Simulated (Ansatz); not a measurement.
# Al2O3 (R-3c): least direct gap against volume

The cell of Al2O3 (R-3c) is scaled evenly and the response computed anew at each volume, on one mesh. The atoms keep their fractional positions.

Cell: a, b, c = 5.130, 5.130, 5.130 Å (primitive vectors), 10 atoms.

Method: Ansatz 0.2.0, PBE, independent particles, k-mesh 6×6×6 with interpolation inside its cells, Gaussian parameter 0.1 eV.

Launch of the response step: `ansatz run input.yaml --threads 4 --pin off --max-ram 8192MiB --backend cpu --events-out ev --progress --plain --runs-dir out`. The series took 3.5 min in all, on 4 threads of Intel(R) Xeon(R) Processor @ 2.70GHz, on a shared host.

| V/V₀ | V (Å³, primitive cell) | least direct gap (eV) |
| --- | --- | --- |
| 0.94 | 79.92 | 7.010 |
| 0.96 | 81.62 | 6.737 |
| 0.98 | 83.32 | 6.472 |
| 1.00 | 85.02 | 6.217 |
| 1.02 | 86.72 | 5.969 |
| 1.04 | 88.42 | 5.730 |
| 1.06 | 90.12 | ? |

For small changes the quantity should be close to linear in ln V.

Working, on the rows shown:

| x = ln(V/V₀) | y = least direct gap |
| --- | --- |
| -0.0618754 | 7.01 |
| -0.040822 | 6.737 |
| -0.0202027 | 6.472 |
| 0 | 6.217 |
| 0.0198026 | 5.969 |
| 0.0392207 | 5.73 |

Means: x̄ = -0.010646, ȳ = 6.3558. Σ(x − x̄)(y − ȳ) = -0.09059, Σ(x − x̄)² = 0.007154. Slope = -0.09059 / 0.007154 = -12.66; intercept = ȳ − slope · x̄ = 6.221. The line misses the rows shown by at most 0.0057 eV.

Task: Fill in the last column of the withheld row.

Result: At x = 0.058269 the line gives y = 5.4831 eV. The run gave 5.498 eV, so the extrapolation is off by 0.015 eV, 1.0 % of the range in the table.

Between the rows on either side of x = 0 the slope is (5.969 − 6.472) / (0.019803 − (-0.020203)) = -12.57. That is a volume deformation potential of -12.6 eV: the least direct gap on this mesh widens by 126 meV for each per cent of compression. PBE gaps are as a rule too small.
